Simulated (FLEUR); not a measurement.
**Magnetic state of NiO from several starts**

Aim: find out whether NiO carries moments, and which collinear order costs least.

Main program and level: FLEUR MaX-R8.1; PBEsol with U = 6 eV on Ni d; all-electron FLAPW, Dirac cores, scalar-relativistic bands.

### 1. The starting structure

The structure is cubic, space group Fm-3m (No. 225). Conventional cell: a = 4.172 Å, b = 4.172 Å, c = 4.172 Å, α = 90.00°, β = 90.00°, γ = 90.00°. Nearest to Ni lie 6 O at 2.09 Å. Nearest to O lie 6 Ni at 2.09 Å. Farther neighbours and most contacts between anions are not listed.

Structure file:

```xyz
2
Lattice="0.0000 2.0859 2.0859 2.0859 0.0000 2.0859 2.0859 2.0859 0.0000" Properties=species:S:1:pos:R:3 pbc="T T T"
Ni    0.0000    0.0000    0.0000
O     2.0859    2.0859    2.0859
```

### 2. Start 1: ferro +

The parallel start is the test of whether parallel moments hold. The U counters the self-interaction that shrinks the moments of a localised shell.

inpgen writes inp.xml from crystal.txt; cutoffs, mixing, functional, smearing and local orbitals are then set in the file. The k list default-1 (kpts.xml, not shown) is a Γ-centred 8×8×8 mesh; where the ranks do not divide the number of points, some are split in two of half the weight.

inp.xml reads:

```
<?xml version="1.0" encoding="UTF-8" standalone="no"?>
<fleurInput fleurInputVersion="0.39">
   <comment>
      NiO
   </comment>
   <calculationSetup>
      <cutoffs Kmax="4.32" Gmax="13.0" GmaxXC="13.0" numbands="0"/>
      <scfLoop itmax="130" minDistance="0.0001" maxIterBroyd="15" imix="Anderson" alpha="0.05" precondParam="0.0" spinf="2.0" sdNocoIR="T"/>
      <coreElectrons ctail="T" frcor="F" kcrel="0" coretail_lmax="0"/>
      <xcFunctional name="PBEs" relativisticCorrections="F"/>
      <magnetism jspins="2"/>
      <soc l_soc="F" theta="0.0" phi="0.0" spav="F"/>
      <expertModes spex="0" secvar="F"/>
      <geometryOptimization l_f="F" forcealpha="1.0" forcemix="BFGS" epsdisp="0.00001" epsforce="0.00001"/>
      <ldaU l_linMix="F" mixParam="0.05" spinf="1.0"/>
   </calculationSetup>
   <cell>
      <bzIntegration valenceElectrons="24.0" mode="hist" fermiSmearingEnergy="0.00183747">
         <kPointListSelection listName="default-1"/>
         <xi:include xmlns:xi="http://www.w3.org/2001/XInclude" href="kpts.xml"> </xi:include>
      </bzIntegration>
      <xi:include xmlns:xi="http://www.w3.org/2001/XInclude" href="sym.xml"> </xi:include>
      <bulkLattice scale="1.0">
         <bravaisMatrix>
            <row-1>    0.0000000000000000     3.9417828250996005     3.9417828250996005</row-1>
            <row-2>    3.9417828250996005     0.0000000000000000     3.9417828250996005</row-2>
            <row-3>    3.9417828250996005     3.9417828250996005     0.0000000000000000</row-3>
         </bravaisMatrix>
      </bulkLattice>
   </cell>
   <atomSpecies>
      <species name="Nickel (Ni2.000" element="Ni" atomicNumber="28">
         <mtSphere radius="2.46" gridPoints="813" logIncrement="0.015"/>
         <atomicCutoffs lmax="10" lnonsphr="8"/>
         <electronConfig flipSpins="F">
            <coreConfig>(1s1/2) (2s1/2) (2p1/2) (2p3/2)</coreConfig>
            <valenceConfig>(3s1/2) (3p1/2) (3p3/2) (4s1/2) (3d3/2) (3d5/2)</valenceConfig>
            <stateOccupation state="(3d3/2)" spinUp="2.0" spinDown="1.2"/>
            <stateOccupation state="(3d5/2)" spinUp="3.0" spinDown="1.8"/>
         </electronConfig>
         <energyParameters s="4" p="4" d="3" f="4"/>
         <ldaU l="2" U="6.0" J="0.0" l_amf="F"/>
         <lo type="SCLO" l="0" n="3" eDeriv="0"/>
         <lo type="SCLO" l="1" n="3" eDeriv="0"/>
      </species>
      <species name="Oxygen (O)" element="O" atomicNumber="8">
         <mtSphere radius="1.39" gridPoints="461" logIncrement="0.023"/>
         <atomicCutoffs lmax="6" lnonsphr="4"/>
         <electronConfig flipSpins="F">
            <coreConfig>(1s1/2)</coreConfig>
            <valenceConfig>(2s1/2) (2p1/2) (2p3/2)</valenceConfig>
            <stateOccupation state="(2p1/2)" spinUp="0.666667" spinDown="0.666667"/>
            <stateOccupation state="(2p3/2)" spinUp="1.333333" spinDown="1.333333"/>
         </electronConfig>
         <energyParameters s="2" p="2" d="3" f="4"/>
      </species>
   </atomSpecies>
   <atomGroups>
      <atomGroup species="Nickel (Ni2.000">
         <relPos label="                   1">.0000000000 .0000000000 .0000000000</relPos>
         <force calculate="T" relaxXYZ="TTT"/>
      </atomGroup>
      <atomGroup species="Oxygen (O)">
         <relPos label="                   2">1.000/2.000 1.000/2.000 1.000/2.000</relPos>
         <force calculate="T" relaxXYZ="TTT"/>
      </atomGroup>
   </atomGroups>
   <output dos="F" band="F" slice="F">
      <bandDOS minEnergy="-.5*Htr" maxEnergy="0.5*Htr" sigma="0.015" storeEVData="T"/>
      <plotting iplot="0" polar="F">
         <plot TwoD="T" vec1="  1.0  0.0  0.0" vec2="  0.0  1.0  0.0" vec3="  0.0  0.0  1.0" zero="  0.0  0.0  0.0" file="plot"/>
      </plotting>
      <moessbauerParams electricFieldGradient="F" isomerShift="F" coreHyperfine="F" valenceHyperfine="F"/>
   </output>
</fleurInput>
```

crystal.txt reads:

```
NiO
&input film=F cartesian=F /
0.00000000000  2.08590164140  2.08590164140
2.08590164140  0.00000000000  2.08590164140
2.08590164140  2.08590164140  0.00000000000
1.8897261246
1.0 1.0 1.0

2
28 0.00000000000  0.00000000000  0.00000000000 : 2.000
8 0.50000000000  0.50000000000  0.50000000000

&kpt div1=8 div2=8 div3=8 gamma=T /
```

On the command line:

```
> OMP_NUM_THREADS=1 inpgen -f crystal.txt > inpgen.log  # inp.xml is then edited as shown
> OMP_NUM_THREADS=1 mpirun -n 4 fleur_MPI > fleur.log
```

Log:

```text
Welcome to FLEUR        (www.flapw.de)
      MaX-Release 8.1          (www.max-centre.eu)

 ========== k-point set info ==========
 Selected k-point list: default-1
 k-point list type: mesh
 0 x 0 x 0
 Number of k points: 32

 ------------Calculation Setup---------------------------
 Number of MPI-tasks      :            4
 Number of PE/node        :            4
 Number of OMP-threads    :            1
 k-points in parallel     :            4
 pe's per k-point         :            1
 No of k-point loops      :            8
 Eigenvalue solver        :       lapack
 Number of basis functions:          188
 Approximate size of matrices (H+S) per k-point:         0.001 GB
 --------------------------------------------------------
 no density matrix found ... skipping LDA+U
 Reset of history
 Iteration:     1   Distance:      28.81502170 me/bohr^3
 Iteration:     2   Distance:      38.60464266 me/bohr^3
 Iteration:     3   Distance:      35.97251250 me/bohr^3
 Iteration:     4   Distance:      19.46444325 me/bohr^3
 Iteration:     5   Distance:       9.57757404 me/bohr^3
 Iteration:     6   Distance:       8.44508978 me/bohr^3
 Iteration:     7   Distance:       1.64294392 me/bohr^3
 Iteration:     8   Distance:       1.11852433 me/bohr^3
 Iteration:     9   Distance:       0.23508259 me/bohr^3
 Iteration:    10   Distance:       0.23155448 me/bohr^3
 Iteration:    11   Distance:       0.06249823 me/bohr^3
 Iteration:    12   Distance:       0.05872100 me/bohr^3
 Iteration:    13   Distance:       0.00592790 me/bohr^3
 Iteration:    14   Distance:       0.00294153 me/bohr^3
 Iteration:    15   Distance:       0.00291552 me/bohr^3
 Iteration:    16   Distance:       0.00020059 me/bohr^3
 Iteration:    17   Distance:       0.00019141 me/bohr^3
 Iteration:    18   Distance:       0.00011096 me/bohr^3
 Iteration:    19   Distance:       0.00004502 me/bohr^3

 ********************************************************************
 Run finished successfully
 Stop message:
   all done
 ********************************************************************

--- out.xml (last complete iteration) ---
<iteration numberForCurrentRun="   19" overallNumber="   19">
         [... left out ...]
         <bandgap value="2.1699839040" units="eV"/>
         <sumValenceSingleParticleEnergies value="-17.8924326887" units="Htr"/>
         <FermiEnergy value="0.2877948835" units="Htr"/>
         <valenceDensity>
            <mtCharges spin="1">
               <mtCharge atomType="1" total="9.5592822" s="1.2036932" p="3.2599004" d="5.0124427" f="0.0580613"/>
               <mtCharge atomType="2" total="2.3130513" s="0.6938297" p="1.6150603" d="0.0035982" f="0.0004686"/>
            </mtCharges>
            <mtCharges spin="2">
               <mtCharge atomType="1" total="7.7809231" s="1.1911697" p="3.2449587" d="3.2677457" f="0.0546230"/>
               <mtCharge atomType="2" total="2.1253846" s="0.6726882" p="1.4502656" d="0.0020269" f="0.0003376"/>
            </mtCharges>
            <spinDependentCharge spin="1" total="13.0000000" interstitial="1.1276665" mtSpheres="11.8723335"/>
            <spinDependentCharge spin="2" total="11.0000000" interstitial="1.0936923" mtSpheres="9.9063077"/>
            <totalCharge value="24.0000000000"/>
         </valenceDensity>
         [... left out ...]
         <allElectronCharges>
            <spinDependentCharge spin="1" total="19.0000000" interstitial="1.1276671" mtSpheres="17.8723329"/>
            <spinDependentCharge spin="2" total="17.0000000" interstitial="1.0936928" mtSpheres="15.9063072"/>
            <totalCharge value="35.9999999993"/>
         </allElectronCharges>
         <magneticMomentsInMTSpheres units="muBohr">
            <globalMagMoment atomType="1" vec="0.00000   0.00000   1.77836"/>
            <localMagMoment atomType="1" vec="0.00000   0.00000   1.77836"/>
            <globalMagMoment atomType="2" vec="0.00000   0.00000   0.18767"/>
            <localMagMoment atomType="2" vec="0.00000   0.00000   0.18767"/>
         </magneticMomentsInMTSpheres>
         <moessbauerParams unitsHFF="kG" unitsIS="e/bohr^3" unitsEFG="Htr/bohr^2">
         </moessbauerParams>
         <totalEnergy value="    -1594.4722355460" units="Htr">
            <sumOfEigenvalues value="     -909.4239998538">
               <coreElectrons value="-891.5315671651"/>
               <valenceElectrons value="-17.8924326887"/>
            </sumOfEigenvalues>
            <densityCoulombPotentialIntegral value="-2434.4955740562"/>
            <densityEffectivePotentialIntegral value="-2526.9377862533"/>
            <chargeDenXCDenIntegral value="-70.6044912863"/>
            <FockExchangeEnergyValence value="0.0000000000"/>
            <FockExchangeEnergyCore value="0.0000000000"/>
            <atomTypeDependentContributions atomType="1">
               <electronNucleiInteractionDifferentMTs value="1825.2015226102"/>
               <MadelungTerm value="-8.5815055121"/>
            </atomTypeDependentContributions>
            <atomTypeDependentContributions atomType="2">
               <electronNucleiInteractionDifferentMTs value="85.9794349580"/>
               <MadelungTerm value="-5.2479096754"/>
            </atomTypeDependentContributions>
            <dftUCorrection value="-0.8766291245"/>
            <tkbTimesEntropy value="0.0000000000"/>
            <freeEnergy value="-1594.4722355460"/>
            <extrapolationTo0K value="-1594.4722355460"/>
         </totalEnergy>
         <ldaUDensityMatrix>
            <densityMatrixFor spin="1" atomType="1" uIndex="1" l="2" U="6.00000000" J="0.00000000">
               (+1.00752,+0.00000) (+0.00000,+0.00000) (+0.00000,+0.00000) (+0.00000,+0.00000) (+0.02517,+0.00000)
               (+0.00000,+0.00000) (+0.98235,+0.00000) (+0.00000,+0.00000) (+0.00000,+0.00000) (+0.00000,+0.00000)
               (+0.00000,+0.00000) (+0.00000,+0.00000) (+1.03269,+0.00000) (+0.00000,+0.00000) (+0.00000,+0.00000)
               (+0.00000,+0.00000) (+0.00000,+0.00000) (+0.00000,+0.00000) (+0.98235,+0.00000) (+0.00000,+0.00000)
               (+0.02517,+0.00000) (+0.00000,+0.00000) (+0.00000,+0.00000) (+0.00000,+0.00000) (+1.00752,+0.00000)
            </densityMatrixFor>
            <densityMatrixFor spin="2" atomType="1" uIndex="1" l="2" U="6.00000000" J="0.00000000">
               (+0.57252,+0.00000) (+0.00000,+0.00000) (+0.00000,+0.00000) (+0.00000,+0.00000) (-0.40513,+0.00000)
               (+0.00000,+0.00000) (+0.97766,+0.00000) (+0.00000,+0.00000) (+0.00000,+0.00000) (+0.00000,+0.00000)
               (+0.00000,+0.00000) (+0.00000,+0.00000) (+0.16739,+0.00000) (+0.00000,+0.00000) (+0.00000,+0.00000)
               (+0.00000,+0.00000) (+0.00000,+0.00000) (+0.00000,+0.00000) (+0.97766,+0.00000) (+0.00000,+0.00000)
               (-0.40513,+0.00000) (+0.00000,+0.00000) (+0.00000,+0.00000) (+0.00000,+0.00000) (+0.57252,+0.00000)
            </densityMatrixFor>
         </ldaUDensityMatrix>
         <ldaUDensityMatrixConvergence>
            <distance spin="1" distance="0.000000"/>
            <distance spin="2" distance="0.000000"/>
         </ldaUDensityMatrixConvergence>
         <densityConvergence units="me/bohr^3">
            <chargeDensity spin="1" distance="0.0000311750"/>
            <chargeDensity spin="2" distance="0.0000218855"/>
            <overallChargeDensity distance="0.0000450203"/>
            <spinDensity distance="0.0000295785"/>
         </densityConvergence>
      </iteration>
```

It took 11 s on 4 MPI ranks of Arm Neoverse V1, shared host; peak memory 0.2 GiB; 45 s of CPU time.

Numbers from this step:

```yaml
free_energy: -43387.7999 eV
program_s_band_gap_on_this_mesh_in_a_metal_only_a_level_spacing: 2.170 eV
magnetization: 2 μB
final_state: ferromagnetic
largest_moment: 1.778 μB
```

After 19 cycles the largest moment stands at 1.78 μB.

(Part 1 of 2 ends here.)

[Logs and program files are shortened in this print: banners, set-up blocks, solver, clock and traceback lines can be left out without a mark of their own.]

[Logs are printed without paths, hosts, clocks, repeated set-up lines and the standing remarks that a program may print on its own settings, such as how far it seeks lower states.]

[Hosts, paths, dates, database ids (printed as entryN), source tags and the programs' standing remarks are cut or masked in the printed files.]

[Where a cell is said to come from a database of computed structures, the database is the Materials Project.]
